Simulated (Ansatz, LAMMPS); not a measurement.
**Glassy 62P2O5-33BaO-4SnO2 (mol %) (124 atoms) under strain**

Aim: relax glassy 62P2O5-33BaO-4SnO2 (mol %) (124 atoms), then change its volume to read the bulk modulus from the stress.

Calculated with Ansatz 0.2.0; Kohn-Sham DFT, PBE, PAW (set soft_2), plane waves.

## 1. Set-up

The cell holds 124 atoms: 30 P, 8 Ba, 1 Sn and 85 O. Its edges and angles: a = 12.323 Å, b = 12.323 Å, c = 12.323 Å, α = 90.0°, β = 90.0°, γ = 90.0°. 124 atoms (30 P, 8 Ba, 1 Sn, 85 O) placed at random at 3.14 g/cm³, melted at 4000 K for 10 ps at fixed volume with the Morse and Coulomb pair potential with partial charges (Pedone, Malavasi, Menziani, Cormack and Segre, J. Phys. Chem. B 110, 11780 (2006)). Quenched from 4000 K to 300 K at 50 K/ps and fixed volume, held 10 ps at zero pressure.

Limits known from the start: The quench rate of 50 K/ps is many orders above laboratory rates, so the cell is likely richer in defects and strain than a real sample. The network of bonds at the start is that of the classical potential that made the cell, and needn't be the one that DFT or experiment would give. Only the Γ point is sampled. Spin–orbit coupling is left out, which matters for the levels of the heavy elements.

## 2. Single point at the start

The forces at the start show how far the geometry lies from a minimum of this functional.

input.yaml

```yaml
crystal:
  lattice:
    - [12.32337, 0.0, 0.0]
    - [0.0, 12.32337, 0.0]
    - [0.0, 0.0, 12.32337]
  atoms:
    - { symbol: P, position: [0.52886, 0.71562, 0.44196] }
    - { symbol: P, position: [0.13182, 0.25624, 0.47382] }
    - { symbol: P, position: [0.03136, 0.36356, 0.67854] }
    - { symbol: P, position: [0.33284, 0.26784, 0.20536] }
    - { symbol: P, position: [0.23633, 0.75054, 0.83552] }
    - { symbol: P, position: [0.77557, 0.02121, 0.20218] }
    - { symbol: P, position: [0.42325, 0.4331, 0.67484] }
    - { symbol: P, position: [0.62228, 0.75189, 0.6747] }
    - { symbol: P, position: [0.50453, 0.15639, 0.48524] }
    - { symbol: P, position: [0.19869, 0.5697, 0.42686] }
    - { symbol: P, position: [0.91798, 0.98687, 0.39436] }
    - { symbol: P, position: [0.36175, 0.36816, 0.4395] }
    - { symbol: P, position: [0.24288, 0.16806, 0.87593] }
    - { symbol: P, position: [0.83948, 0.52347, 0.06324] }
    - { symbol: P, position: [0.22631, 0.63676, 0.19128] }
    - { symbol: P, position: [0.55275, 0.22665, 0.72072] }
    - { symbol: P, position: [0.48223, 0.0871, 0.92745] }
    - { symbol: P, position: [0.60664, 0.83723, 0.2337] }
    - { symbol: P, position: [0.15648, 0.74258, 0.60149] }
    - { symbol: P, position: [0.76281, 0.94978, 0.72301] }
    - { symbol: P, position: [0.7034, 0.87227, 0.94999] }
    - { symbol: P, position: [0.48316, 0.76223, 0.89698] }
    - { symbol: P, position: [0.61848, 0.4382, 0.14612] }
    - { symbol: P, position: [0.87832, 0.69164, 0.24647] }
    - { symbol: P, position: [0.98684, 0.31263, 0.27401] }
    - { symbol: P, position: [0.47672, 0.51758, 0.96695] }
    - { symbol: P, position: [0.14631, 0.41263, 0.11751] }
    - { symbol: P, position: [0.58919, 0.47846, 0.39415] }
    - { symbol: P, position: [0.6574, 0.20127, 0.077] }
    - { symbol: P, position: [0.41557, 0.90706, 0.09734] }
    - { symbol: Ba, position: [0.0716, 0.92375, 0.11947] }
    - { symbol: Ba, position: [0.73503, 0.46178, 0.7694] }
    [... 86 atom lines left out ...]
    - { symbol: O, position: [0.29959, 0.9101, 0.13798] }
    - { symbol: O, position: [0.63563, 0.74864, 0.15991] }
    - { symbol: O, position: [0.97865, 0.65388, 0.30858] }
    - { symbol: O, position: [0.49421, 0.88906, 0.19804] }
    - { symbol: O, position: [0.21138, 0.63229, 0.31932] }
    - { symbol: O, position: [0.80296, 0.80021, 0.9599] }
kpoints:
  mp_grid: { grid: [1, 1, 1] }
hamiltonian:
  xc: pbe
scf:
  occupations: { method: fermi_dirac, width: 0.05 }
output:
  forces: true
```

Command:

```
> ansatz run input.yaml --threads 4 --pin off --max-ram 8192MiB --backend cpu --events-out ev --progress --plain --runs-dir out
```

Numbers of over 12 decimals in the logs are rounded to 6 here.

The log of the run:

```text
[...]
Pseudopotentials: kind: paw
Pseudopotential: P, paw, valence charge 5, recommended cutoff 420 eV (normal), P.paw.azcp
Pseudopotential: Ba, paw, valence charge 10, recommended cutoff 420 eV (normal), Ba.paw.azcp
Pseudopotential: Sn, paw, valence charge 14, recommended cutoff 420 eV (normal), Sn.paw.azcp
Pseudopotential: O, paw, valence charge 6, recommended cutoff 420 eV (normal), O.paw.azcp
[... 5 lines on functional and potentials left out ...]
Crystal: 124 atoms, lattice volume = 1871.494 Å³
Basis set: ecut = 420 eV, 36449 PW (Γ), exchange–correlation on 180×180×180 points (8 copies of the dense FFT grid, shifted against one another)
Bands: 501, of which v1, the nominal top of the filled ones, is band 377 counted from 1 (376 counted from 0)
Symmetry: 1 space group operations
Space group: P1 (ITA 1), of the structure as read, at distance tolerance 1.2e-4 Å
k-points: 1
[... 9 lines on functional and potentials left out ...]
Initial density: superposition of atomic densities (neutral atoms: chi_scale 0, normalization atom), corrected by the library's trained network
Initial wavefunctions: pseudopotential atomic-orbital guess
[...]
SCF iter   1: F=—  HF=-124565.931072 eV  |F-HF|=—  |Δ(HF+E_count)|=         —  Δρ=6.16e-3  dr2=1.40e0  ethr=1.77e-3  ⟨swp⟩=8.0  Hψ=2841  notcnv=0  defer=107
preconditioner: auto → Resta (q_TF=auto, 2.345 Å⁻¹)  ε∞=3.2  [insulator: Δε(μ)=1.468 eV  Ē_g=15.638 eV  σ=0.050 eV  W_gap=1.00  n_scr=436 (ndim 8)  ℏωp=23.3 eV  f_vac=0.181  D(μ)=0.00/eV (n_scr^D=0)  ε∞_Penn≈3.2]
SCF iter   2: F=—  HF=-124565.588301 eV  |F-HF|=—  |Δ(HF+E_count)|=   3.43e-1  Δρ=3.18e-3  dr2=2.92e-1  ethr=1.86e-4  ⟨swp⟩=3.0  Hψ=896  notcnv=0  defer=116
SCF iter   3: F=—  HF=-124565.515808 eV  |F-HF|=—  |Δ(HF+E_count)|=   7.25e-2  Δρ=1.26e-3  dr2=6.33e-2  ethr=3.87e-5  ⟨swp⟩=3.0  Hψ=804  notcnv=0  defer=52
automatic band count: iteration 3 solves 437 bands in place of 501: the levels show a gap, and the empty bands left out lie too high to hold charge; the band table lists the bands solved (type scf.n_extra_bands for more)
SCF iter   4: F=—  HF=-124565.503659 eV  |F-HF|=—  |Δ(HF+E_count)|=   1.21e-2  Δρ=1.42e-3  dr2=6.37e-2  ethr=8.40e-6  ⟨swp⟩=3.0  Hψ=716  notcnv=0  defer=52
SCF iter   5: F=—  HF=-124565.518931 eV  |F-HF|=—  |Δ(HF+E_count)|=   1.53e-2  Δρ=1.80e-3  dr2=1.06e-1  ethr=8.40e-6  ⟨swp⟩=3.0  Hψ=866  notcnv=0  defer=52
[...]
SCF iter  12: F=—  HF=-124565.503147 eV  |F-HF|=—  |Δ(HF+E_count)|=   3.62e-7  Δρ=3.30e-6  dr2=2.92e-7  ethr=5.03e-10  ⟨swp⟩=3.0  Hψ=687  notcnv=0  defer=52
SCF iter  13: F=-124565.503147 eV  HF=-124565.503147 eV  |F-HF|=7.24e-8  |Δ(HF+E_count)|=   2.13e-8  Δρ=1.69e-6  dr2=9.41e-8  ethr=1.33e-11  ⟨swp⟩=6.0  Hψ=1654  notcnv=0
SCF 1 converged in 13 iterations: F = -124565.503147 eV  dr2 = 9.41e-8
[...]
SCF converged after 13 iterations
Free energy (F): -124565.503147 eV
Harris-Foulkes:  -124565.503147 eV  (|F-HF|=7.24e-8)
Internal energy: -124565.470281 eV  (E = F + TS)
E sigma→0 (E₀):  -124565.486714 eV
Entropy (-TS):   -0.032865 eV (-0.265 meV/atom)
Fermi energy:    5.572187 eV
--- Per-component energies (eV) ---
[...]
Σ components = -124565.503147   (vs F -124565.503147, Δ=0.00e0)
--- Forces (eV/Å), atoms counted from 1 ---
  atom   1  P     -3.29371615     1.85923454    -1.43006129
  atom   2  P      2.70483410     0.24791876    -1.25824989
  atom   3  P     -2.33496825    -1.36229873     3.64256878
  atom   4  P      0.81714442    -3.31861864     0.23222933
[...]
atom 124  O      0.11520228    -0.30469719    -0.39697294
  max |Σ_I F_I| component: 1.78e-4 eV/Å
```

Wall time 31 s (4 threads of Intel Xeon Platinum 8259CL at 2.50GHz (Skylake/Cascade Lake), shared host); peak memory 2.9 GiB.

The r.m.s. force at the start is 1.5 eV/Å.

## 3. Cell and atoms relaxed

Cell and atoms are freed together, to release stress as well as forces.

input.yaml

```yaml
crystal:
  lattice:
    - [12.32337, 0.0, 0.0]
    - [0.0, 12.32337, 0.0]
    - [0.0, 0.0, 12.32337]
  atoms:
    [... the 124 atom lines of step 2 ...]
kpoints:
  mp_grid: { grid: [1, 1, 1] }
hamiltonian:
  xc: pbe
scf:
  occupations: { method: fermi_dirac, width: 0.05 }
output:
  forces: true
relax:
  f_tol: 0.05
  max_steps: 150
  cell: {}
```

The log of the run:

```text
[...]
Crystal: 124 atoms, lattice volume = 1871.494 Å³
Basis set: ecut = 420 eV, 36449 PW (Γ), exchange–correlation on 180×180×180 points (8 copies of the dense FFT grid, shifted against one another)
Bands: 501, of which v1, the nominal top of the filled ones, is band 377 counted from 1 (376 counted from 0)
Symmetry: 1 space group operations
[...]
k-points: 1
[...]
SCF iter   1: F=—  HF=-124565.931071 eV  |F-HF|=—  |Δ(HF+E_count)|=         —  Δρ=6.16e-3  dr2=1.40e0  ethr=1.77e-3  ⟨swp⟩=8.0  Hψ=2841  notcnv=0  defer=107
[...]
SCF iter  12: F=—  HF=-124565.503147 eV  |F-HF|=—  |Δ(HF+E_count)|=   3.03e-7  Δρ=3.39e-6  dr2=3.47e-7  ethr=4.77e-10  ⟨swp⟩=3.0  Hψ=693  notcnv=0  defer=116
SCF iter  13: F=-124565.503147 eV  HF=-124565.503147 eV  |F-HF|=6.97e-8  |Δ(HF+E_count)|=   1.08e-8  Δρ=1.65e-6  dr2=9.04e-8  ethr=1.33e-11  ⟨swp⟩=6.0  Hψ=1569  notcnv=0
SCF 1 converged in 13 iterations: F = -124565.503147 eV  dr2 = 9.04e-8
[...]
relax step   1: F+E_penalty+E_count = -124565.50314675 eV  Δ(F+E_penalty+E_count) = +0.000e0 eV  max|allowed force component| = 5.347e0 eV/Å  Δτ_max = 0.0000 Å  P = +2.470 GPa  Ω = 1871.494 Å³  (13 SCF iters, dr2 threshold 1.00e-7 eV, accepted)
[... from here on, the SCF cycles and remarks between the steps are left out ...]
relax step   2: F+E_penalty+E_count = -124571.26541987 eV  Δ(F+E_penalty+E_count) = -5.762e0 eV  max|allowed force component| = 3.963e0 eV/Å  Δτ_max = 0.1950 Å  P = +1.583 GPa  Ω = 1853.146 Å³  energy of the carried Pulay correction = +6.419e-2 eV  (7 SCF iters, dr2 threshold 1.24e-5 eV, accepted)
relax step   3: F+E_penalty+E_count = -124577.21289305 eV  Δ(F+E_penalty+E_count) = -5.947e0 eV  max|allowed force component| = 1.540e0 eV/Å  Δτ_max = 0.1927 Å  P = +0.361 GPa  Ω = 1831.841 Å³  energy of the carried Pulay correction = +1.395e-1 eV  (8 SCF iters, dr2 threshold 1.24e-5 eV, accepted)
relax step   4: F+E_penalty+E_count = -124579.24581520 eV  Δ(F+E_penalty+E_count) = -2.033e0 eV  max|allowed force component| = 9.957e-1 eV/Å  Δτ_max = 0.1947 Å  P = -0.080 GPa  Ω = 1822.115 Å³  energy of the carried Pulay correction = +1.742e-1 eV  (8 SCF iters, dr2 threshold 1.24e-5 eV, accepted)
relax step   5: F+E_penalty+E_count = -124580.47457301 eV  Δ(F+E_penalty+E_count) = -1.229e0 eV  max|allowed force component| = 1.216e0 eV/Å  Δτ_max = 0.1928 Å  P = -0.401 GPa  Ω = 1819.709 Å³  energy of the carried Pulay correction = +1.828e-1 eV  (8 SCF iters, dr2 threshold 1.24e-5 eV, accepted)
relax step   6: F+E_penalty+E_count = -124581.13036430 eV  Δ(F+E_penalty+E_count) = -6.558e-1 eV  max|allowed force component| = 8.950e-1 eV/Å  Δτ_max = 0.2000 Å  P = -0.208 GPa  Ω = 1814.101 Å³  energy of the carried Pulay correction = +2.029e-1 eV  (8 SCF iters, dr2 threshold 1.24e-5 eV, accepted)
relax step   7: F+E_penalty+E_count = -124581.83912330 eV  Δ(F+E_penalty+E_count) = -7.088e-1 eV  max|allowed force component| = 6.320e-1 eV/Å  Δτ_max = 0.1908 Å  P = -0.248 GPa  Ω = 1799.972 Å³  energy of the carried Pulay correction = +2.538e-1 eV  (8 SCF iters, dr2 threshold 1.24e-5 eV, accepted)
relax step   8: F+E_penalty+E_count = -124582.32499231 eV  Δ(F+E_penalty+E_count) = -4.859e-1 eV  max|allowed force component| = 5.050e-1 eV/Å  Δτ_max = 0.2000 Å  P = -0.056 GPa  Ω = 1798.095 Å³  energy of the carried Pulay correction = +2.606e-1 eV  (8 SCF iters, dr2 threshold 1.24e-5 eV, accepted)
relax step   9: F+E_penalty+E_count = -124582.59356745 eV  Δ(F+E_penalty+E_count) = -2.686e-1 eV  max|allowed force component| = 5.717e-1 eV/Å  Δτ_max = 0.1921 Å  P = +0.030 GPa  Ω = 1781.997 Å³  energy of the carried Pulay correction = +3.192e-1 eV  (8 SCF iters, dr2 threshold 1.24e-5 eV, accepted)
relax step  10: F+E_penalty+E_count = -124582.69051196 eV  Δ(F+E_penalty+E_count) = -9.694e-2 eV  max|allowed force component| = 4.807e-1 eV/Å  Δτ_max = 0.1046 Å  P = +0.275 GPa  Ω = 1784.124 Å³  energy of the carried Pulay correction = +3.114e-1 eV  (7 SCF iters, dr2 threshold 1.24e-5 eV, accepted)
relax step  11: F+E_penalty+E_count = -124582.83587112 eV  Δ(F+E_penalty+E_count) = -1.454e-1 eV  max|allowed force component| = 4.345e-1 eV/Å  Δτ_max = 0.2000 Å  P = +0.001 GPa  Ω = 1781.992 Å³  energy of the carried Pulay correction = +3.192e-1 eV  (7 SCF iters, dr2 threshold 1.24e-5 eV, accepted)
relax step  12: F+E_penalty+E_count = -124582.90564398 eV  Δ(F+E_penalty+E_count) = -6.977e-2 eV  max|allowed force component| = 4.075e-1 eV/Å  Δτ_max = 0.1478 Å  P = -0.192 GPa  Ω = 1782.475 Å³  energy of the carried Pulay correction = +3.175e-1 eV  (7 SCF iters, dr2 threshold 1.18e-5 eV, accepted)
relax step  13: F+E_penalty+E_count = -124582.97043427 eV  Δ(F+E_penalty+E_count) = -6.479e-2 eV  max|allowed force component| = 3.395e-1 eV/Å  Δτ_max = 0.0666 Å  P = -0.137 GPa  Ω = 1780.192 Å³  energy of the carried Pulay correction = +3.258e-1 eV  (6 SCF iters, dr2 threshold 1.04e-5 eV, accepted)
[...]
relax step  30: F+E_penalty+E_count = -124583.34305614 eV  Δ(F+E_penalty+E_count) = -1.190e-2 eV  max|allowed force component| = 1.445e-1 eV/Å  Δτ_max = 0.0513 Å  P = +0.056 GPa  Ω = 1767.830 Å³  energy of the carried Pulay correction = +3.712e-1 eV  (7 SCF iters, dr2 threshold 2.35e-6 eV, accepted)
relax step  31: F+E_penalty+E_count = -124583.35344390 eV  Δ(F+E_penalty+E_count) = -1.039e-2 eV  max|allowed force component| = 1.359e-1 eV/Å  Δτ_max = 0.0263 Å  P = -0.034 GPa  Ω = 1767.011 Å³  energy of the carried Pulay correction = +3.742e-1 eV  (7 SCF iters, dr2 threshold 1.30e-6 eV, accepted)
relax step  32: F+E_penalty+E_count = -124583.31117216 eV  Δ(F+E_penalty+E_count) = +4.227e-2 eV  max|allowed force component| = 1.682e-1 eV/Å  Δτ_max = 0.0670 Å  P = -0.157 GPa  Ω = 1772.526 Å³  energy of the carried Pulay correction = +3.539e-1 eV  (8 SCF iters, dr2 threshold 1.15e-6 eV, rejected (line search))
relax step  33: F+E_penalty+E_count = -124583.35999183 eV  Δ(F+E_penalty+E_count) = -6.548e-3 eV  max|allowed force component| = 7.611e-2 eV/Å  Δτ_max = 0.0282 Å  P = +0.011 GPa  Ω = 1767.792 Å³  energy of the carried Pulay correction = +3.713e-1 eV  (11 SCF iters, accepted)
relax step  34: F+E_penalty+E_count = -124583.34054575 eV  Δ(F+E_penalty+E_count) = +1.945e-2 eV  max|allowed force component| = 1.657e-1 eV/Å  Δτ_max = 0.1000 Å  P = -0.040 GPa  Ω = 1768.272 Å³  energy of the carried Pulay correction = +3.696e-1 eV  (9 SCF iters, dr2 threshold 3.62e-7 eV, rejected (line search))
relax step  35: F+E_penalty+E_count = -124583.36723669 eV  Δ(F+E_penalty+E_count) = -7.245e-3 eV  max|allowed force component| = 4.019e-2 eV/Å  Δτ_max = 0.0379 Å  P = +0.005 GPa  Ω = 1767.365 Å³  energy of the carried Pulay correction = +3.729e-1 eV  (11 SCF iters, accepted)
relax step  36: F+E_penalty+E_count = -124583.19087969 eV  Δ(F+E_penalty+E_count) = +1.764e-1 eV  max|allowed force component| = 4.075e-2 eV/Å  Δτ_max = 0.0000 Å  P = -0.226 GPa  Ω = 1767.365 Å³  stress off target by 3.87e-1 GPa  SCF on the basis re-selected at this cell (its energy is not comparable with the rows above)  (7 SCF iters)
relax step  37: F+E_penalty+E_count = -124583.24161923 eV  Δ(F+E_penalty+E_count) = -5.074e-2 eV  max|allowed force component| = 9.998e-2 eV/Å  Δτ_max = 0.0289 Å  P = +0.181 GPa  Ω = 1754.954 Å³  energy of the carried Pulay correction = +4.370e-2 eV  (8 SCF iters, dr2 threshold 3.75e-7 eV, accepted)
relax step  38: F+E_penalty+E_count = -124583.23276773 eV  Δ(F+E_penalty+E_count) = +8.852e-3 eV  max|allowed force component| = 5.205e-2 eV/Å  Δτ_max = 0.0178 Å  P = +0.033 GPa  Ω = 1759.275 Å³  energy of the carried Pulay correction = +2.860e-2 eV  (7 SCF iters, dr2 threshold 6.25e-7 eV, accepted)
relax step  39: F+E_penalty+E_count = -124583.23212172 eV  Δ(F+E_penalty+E_count) = +6.460e-4 eV  max|allowed force component| = 3.969e-2 eV/Å  Δτ_max = 0.0106 Å  P = -0.032 GPa  Ω = 1759.896 Å³  energy of the carried Pulay correction = +2.638e-2 eV  (7 SCF iters, dr2 threshold 1.69e-7 eV, accepted)
relax step  40: F+E_penalty+E_count = -124583.23522779 eV  Δ(F+E_penalty+E_count) = -3.106e-3 eV  max|allowed force component| = 3.647e-2 eV/Å  Δτ_max = 0.0066 Å  P = -0.019 GPa  Ω = 1759.309 Å³  energy of the carried Pulay correction = +2.843e-2 eV  (8 SCF iters, dr2 threshold 7.87e-9 eV, accepted)
relax step  41: F+E_penalty+E_count = -124583.21051203 eV  Δ(F+E_penalty+E_count) = +2.472e-2 eV  max|allowed force component| = 3.659e-2 eV/Å  Δτ_max = 0.0000 Å  P = -0.039 GPa  Ω = 1759.309 Å³  stress off target by 7.58e-2 GPa  SCF on the basis re-selected at this cell (its energy is not comparable with the rows above)  (5 SCF iters)
relax step  42: F+E_penalty+E_count = -124583.18323915 eV  Δ(F+E_penalty+E_count) = +2.727e-2 eV  max|allowed force component| = 2.597e-1 eV/Å  Δτ_max = 0.1306 Å  P = +0.056 GPa  Ω = 1752.959 Å³  energy of the carried Pulay correction = +2.209e-2 eV  (11 SCF iters, dr2 threshold 1.44e-8 eV, rejected (line search))
relax step  43: F+E_penalty+E_count = -124583.22152234 eV  Δ(F+E_penalty+E_count) = -1.101e-2 eV  max|allowed force component| = 3.834e-2 eV/Å  Δτ_max = 0.0345 Å  P = +0.013 GPa  Ω = 1757.030 Å³  energy of the carried Pulay correction = +7.996e-3 eV  (12 SCF iters, accepted)
relax step  44: F+E_penalty+E_count = -124583.21167959 eV  Δ(F+E_penalty+E_count) = +9.843e-3 eV  max|allowed force component| = 3.838e-2 eV/Å  Δτ_max = 0.0000 Å  P = +0.009 GPa  Ω = 1757.030 Å³  stress off target by 1.81e-2 GPa  SCF on the basis re-selected at this cell (its energy is not comparable with the rows above)  (5 SCF iters)
[...]
SCF converged after 5 iterations
Free energy (F): -124583.211680 eV
[...]
Internal energy: -124583.211680 eV  (E = F + TS)
E sigma→0 (E₀):  -124583.211680 eV
Fermi energy:    5.858835 eV
[...]
Σ components = -124583.211680   (vs F -124583.211680, Δ=0.00e0)
--- Forces (eV/Å), atoms counted from 1 ---
  atom   1  P     -0.01251561    -0.00544184     0.00353528
  atom   2  P     -0.02062532    -0.00768466    -0.01909674
  atom   3  P      0.01702615     0.00483877     0.00560707
  atom   4  P     -0.02796830     0.01636854    -0.02455017
[...]
atom 124  O      0.00460814    -0.00686001    -0.00702661
  max |Σ_I F_I| component: 1.46e-5 eV/Å
--- Stress (GPa, compression-positive) ---
        0.000911      -0.004414      -0.002765
       -0.004416       0.016911      -0.001550
       -0.002763      -0.001549       0.009292
  P = ⅓ Tr σ = 0.0090 GPa (0.090 kbar)
--- Relaxed structure (41 steps of the walk, 38 accepted, 3 SCFs on fresh bases) ---
  F+E_penalty+E_count = -124583.21167959 eV   max|allowed force component| = 3.838e-2 eV/Å   (the final SCF, on the basis selected at the relaxed cell)
  cell:  # Å, volume = 1757.0304 Å³
    - [12.427713, 0.083371, 0.235899]
    - [0.083371, 11.711092, 0.180419]
    - [0.235899, 0.180419, 12.080103]
  atoms:
    - { symbol: P, position: [0.519319, 0.743675, 0.433528] }
    - { symbol: P, position: [0.133962, 0.269788, 0.503590] }
    - { symbol: P, position: [0.017860, 0.360472, 0.715689] }
    - { symbol: P, position: [0.332591, 0.253700, 0.221824] }
[...]
- { symbol: O, position: [0.790928, 0.793449, 0.948610] }
```

Wall time 16 min (4 threads); peak memory 3 GiB; 61 min of CPU time.

The relaxation converged after 41 steps, with a largest force component of 0.038 eV/Å.

(Part 1 of 2 ends here.)

[Logs are printed without paths, hosts, clocks, repeated set-up lines and the standing remarks that a program may print on its own settings, such as how far it seeks lower states.]

[Hosts, paths, dates, database ids (printed as entryN), source tags and the programs' standing remarks are cut or masked in the printed files.]
